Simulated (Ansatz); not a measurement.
# Mo wire along [111], 24 atoms a period: bands along the axis, part 2 of 2

Wanted: the relaxed geometry and the bands of the Mo wire along [111], 24 atoms a period.

Ansatz 0.2.0; DFT PBE, plane waves, PAW; relaxation of a wire's period; PAW set soft_1 (the session's first sound run).

So far: The starting structure; Relaxation of atoms and period.

### Step 2. Relaxation of atoms and period (continued)

Step by step:

```csv
step,energy less that of the first step (eV),largest force component (eV/Å),pressure (GPa),volume (Å³)
1,0.0000,1.6165,-5.55,905.51
2,-1.0295,1.2506,3.40,869.94
3,-1.5418,0.4750,-0.08,885.48
4,-1.6157,0.1507,-0.26,885.22
5,-1.6277,0.0539,-0.07,885.86
6,-1.6289,0.0124,-0.02,885.94
7*,-1.6267,0.0124,-0.02,885.94
```

Relaxation steps marked * repeat the geometry before them on a plane-wave basis chosen anew for their cell, so energy and pressure can jump there.

Forces are held to the 2 operations that the run works with; a distortion that breaks them can't arise in this run.

```csv
cell as run,before,after,change
c (Å),2.737,2.677,-2.2 %
```

The atoms that moved most (Å, along periodic axes as changes of fractional coordinates times the final cell, across vacuum about the mean position):

```csv
atom,dx,dy,dz,length
Mo13,0.156,0.092,-0.081,0.198
Mo24,-0.156,-0.092,0.081,0.198
Mo10,-0.030,-0.175,0.023,0.179
Mo7,0.030,0.175,-0.023,0.179
Mo5,0.165,-0.057,-0.022,0.176
Mo12,-0.165,0.057,0.022,0.176
Mo1,0.060,0.021,-0.018,0.066
Mo20,-0.060,-0.021,0.018,0.066
```

Numbers from this step:

```
energy at zero smearing    : -118924.1023 eV
cell length along the wire : 2.677 Å
```

The cell's length comes to 2.677 Å with spin left out.

### Step 3. The perfect wire

This step: DFT PBE, plane waves, PAW; bands of a perfect wire; PAW set soft_1 (Ansatz 0.2.0).

At the relaxed period the bands are computed along the axis; those that cross an energy going forward count the channels that a perfect wire would open there.

Input file input.yaml:

```yaml
crystal:
  lattice:
    - [17.972, 0.0, 0.0]
    - [0.0, 18.411, 0.0]
    - [0.0, 0.0, 2.6774938529]
  atoms:
    - { symbol: Mo, position: [0.192505609, 0.466096273, 0.993103512] }
    - { symbol: Mo, position: [0.315412576, 0.674517893, 0.009671723] }
    - { symbol: Mo, position: [0.438471418, 0.465374195, 0.990135625] }
    - { symbol: Mo, position: [0.561966416, 0.676059104, 0.008543234] }
    - { symbol: Mo, position: [0.198336409, 0.601996723, 0.325081941] }
    - { symbol: Mo, position: [0.312084925, 0.394172965, 0.323532993] }
    - { symbol: Mo, position: [0.439479926, 0.194172763, 0.324817279] }
    - { symbol: Mo, position: [0.436656118, 0.607117142, 0.333408336] }
    - { symbol: Mo, position: [0.563343882, 0.39286012, 0.33325833] }
    - { symbol: Mo, position: [0.560520074, 0.805804499, 0.341849387] }
    - { symbol: Mo, position: [0.687915075, 0.605804298, 0.343133674] }
    - { symbol: Mo, position: [0.801663591, 0.39798054, 0.341584726] }
    - { symbol: Mo, position: [0.197846689, 0.329820901, 0.636425139] }
    - { symbol: Mo, position: [0.312759393, 0.535809176, 0.658391425] }
    - { symbol: Mo, position: [0.438033584, 0.323918159, 0.658123433] }
    - { symbol: Mo, position: [0.437534642, 0.743329425, 0.657074506] }
    - { symbol: Mo, position: [0.561528582, 0.534603067, 0.676531042] }
    - { symbol: Mo, position: [0.684587424, 0.325459369, 0.656994943] }
    - { symbol: Mo, position: [0.684014019, 0.742886348, 0.673428607] }
    - { symbol: Mo, position: [0.807494391, 0.533880989, 0.673563155] }
    - { symbol: Mo, position: [0.315985981, 0.257090914, 0.993238059] }
    - { symbol: Mo, position: [0.562465358, 0.256647837, 0.009592161] }
    - { symbol: Mo, position: [0.687240607, 0.464168087, 0.008275242] }
    - { symbol: Mo, position: [0.802153311, 0.670156361, 0.030241528] }
kpoints:
  mp_grid: { grid: [1, 1, 30] }
  band_path: { path: ["Γ", Z], npoints: 90 }
scf:
  occupations: { method: fermi_dirac, width: 0.05 }
hamiltonian:
  xc: pbe
  pseudopotentials: { kind: paw, azcp: { folder: soft_1 } }
output:
  dos: { e_range: [-5, 4] }
  write_potential: true
  write_density: true
  volumetric_format: npy
```

Launch:

```sh
ansatz run input.yaml --threads 4 --pin off --max-ram 16384MiB --backend cpu --events-out ev --progress --plain --runs-dir out
```

Numbers of over 12 decimals in the logs are rounded to 6 here.

Output:

```text
[...]
Crystal: 24 atoms, lattice volume = 885.936 Å³
Basis set: ecut = 420 eV, 17397 PW (Γ)
Bands: 202, of which v1, the nominal top of the filled ones, is band 168 counted from 1 (167 counted from 0)
Symmetry: 2 space group operations
[...]
k-points: 16 of 30
[...]
SCF iter   1: F=—  HF=-118944.528836 eV  |F-HF|=—  |Δ(HF+E_count)|=         —  Δρ=6.71e-2  dr2=1.61e2  ethr=3.10e-3  ⟨swp⟩=9.9  Hψ=16041  notcnv=0
[...]
SCF iter  12: F=-118924.197728 eV  HF=-118924.197728 eV  |F-HF|=5.73e-9  |Δ(HF+E_count)|=   9.12e-8  Δρ=9.29e-7  dr2=1.66e-8  ethr=2.98e-11  ⟨swp⟩=13.1  Hψ=10133  notcnv=0
SCF 1 converged in 12 iterations: F = -118924.197728 eV  dr2 = 1.66e-8
[...]
NSCF: frozen V_eff on 91 k-points
WARN: The output density's exchange-correlation potential varies sharply where the density is thin. Do not read a vacuum level from v_tot or v_xc, or from such a field of the output density. On a cell that repeats whose density bears no net charge and no dipole along the vacuum's axis use v_es (v_loc + v_h of the components); under efield.dipole_correction with no amplitude use v_es + v_field, which holds any externa [...]
SCF converged after 12 iterations
Free energy (F): -118924.197728 eV
[...]
Internal energy: -118924.006900 eV  (E = F + TS)
E sigma→0 (E₀):  -118924.102314 eV
Entropy (-TS):   -0.190828 eV (-7.951 meV/atom)
Fermi energy:    6.533066 eV
[...]
--- Band table (eV; the first three rows and the last of 16) ---
  k-point 0: bands = [... 164 lower, 6.2581, 6.2713, 6.4213, 6.4623, 6.4783, 6.4994, 7.0497, 7.0675, ... 30 higher]
  k-point 1: bands = [... 164 lower, 6.2525, 6.3078, 6.3784, 6.4076, 6.4552, 6.4993, 6.9939, 7.0259, ... 30 higher]
  k-point 2: bands = [... 164 lower, 6.1930, 6.2162, 6.2662, 6.3281, 6.3684, 6.4744, 6.8372, 6.9087, ... 30 higher]
  k-point 15: bands = [... 164 lower, 7.1159, 7.1499, 7.1540, 7.2533, 7.2733, 7.3358, 7.3505, 7.3689, ... 30 higher]
```

It took 7.7 min on 4 threads of Arm Neoverse V1, shared host; peak memory 8.2 GiB; 30 min of CPU time.

This step gave:

- band gap: 0 eV

The electronic bands at the labelled points (eV, zero at the Fermi level; # counts the bands kept):

```csv
point,#45,#46,#47,#48,#49,#50,#51,#52
Γ,-0.11,-0.07,-0.05,-0.03,0.52,0.53,0.65,0.75
halfway,-0.55,-0.54,-0.38,-0.38,-0.27,-0.14,-0.08,0.01
Z,0.62,0.72,0.74,0.80,0.82,0.84,0.84,1.04
```

Between Γ and Z the bands cross the Fermi level 22 times, so a perfect wire would conduct at least 22 G₀, with spin left out.

### Step 4. Summary of results

```yaml
cell_length_pbe: 2.677 Å
ballistic_conductance_by_band_crossings_a_lower_bound_pbe: 22 G₀
```

What this shows: Under PBE the cell's length is 2.68 Å, and the bands cross the Fermi level 22 times between Γ and Z, which gives a perfect wire at least 22 G₀ (opposite crossings within one step of the path cancel in such a count). No spin was allowed, though thin wires with open d shells can turn magnetic.

[Logs are printed without paths, hosts, clocks, repeated set-up lines and the standing remarks that a program may print on its own settings, such as how far it seeks lower states.]

[Hosts, paths, dates, database ids (printed as entryN), source tags and the programs' standing remarks are cut or masked in the printed files.]
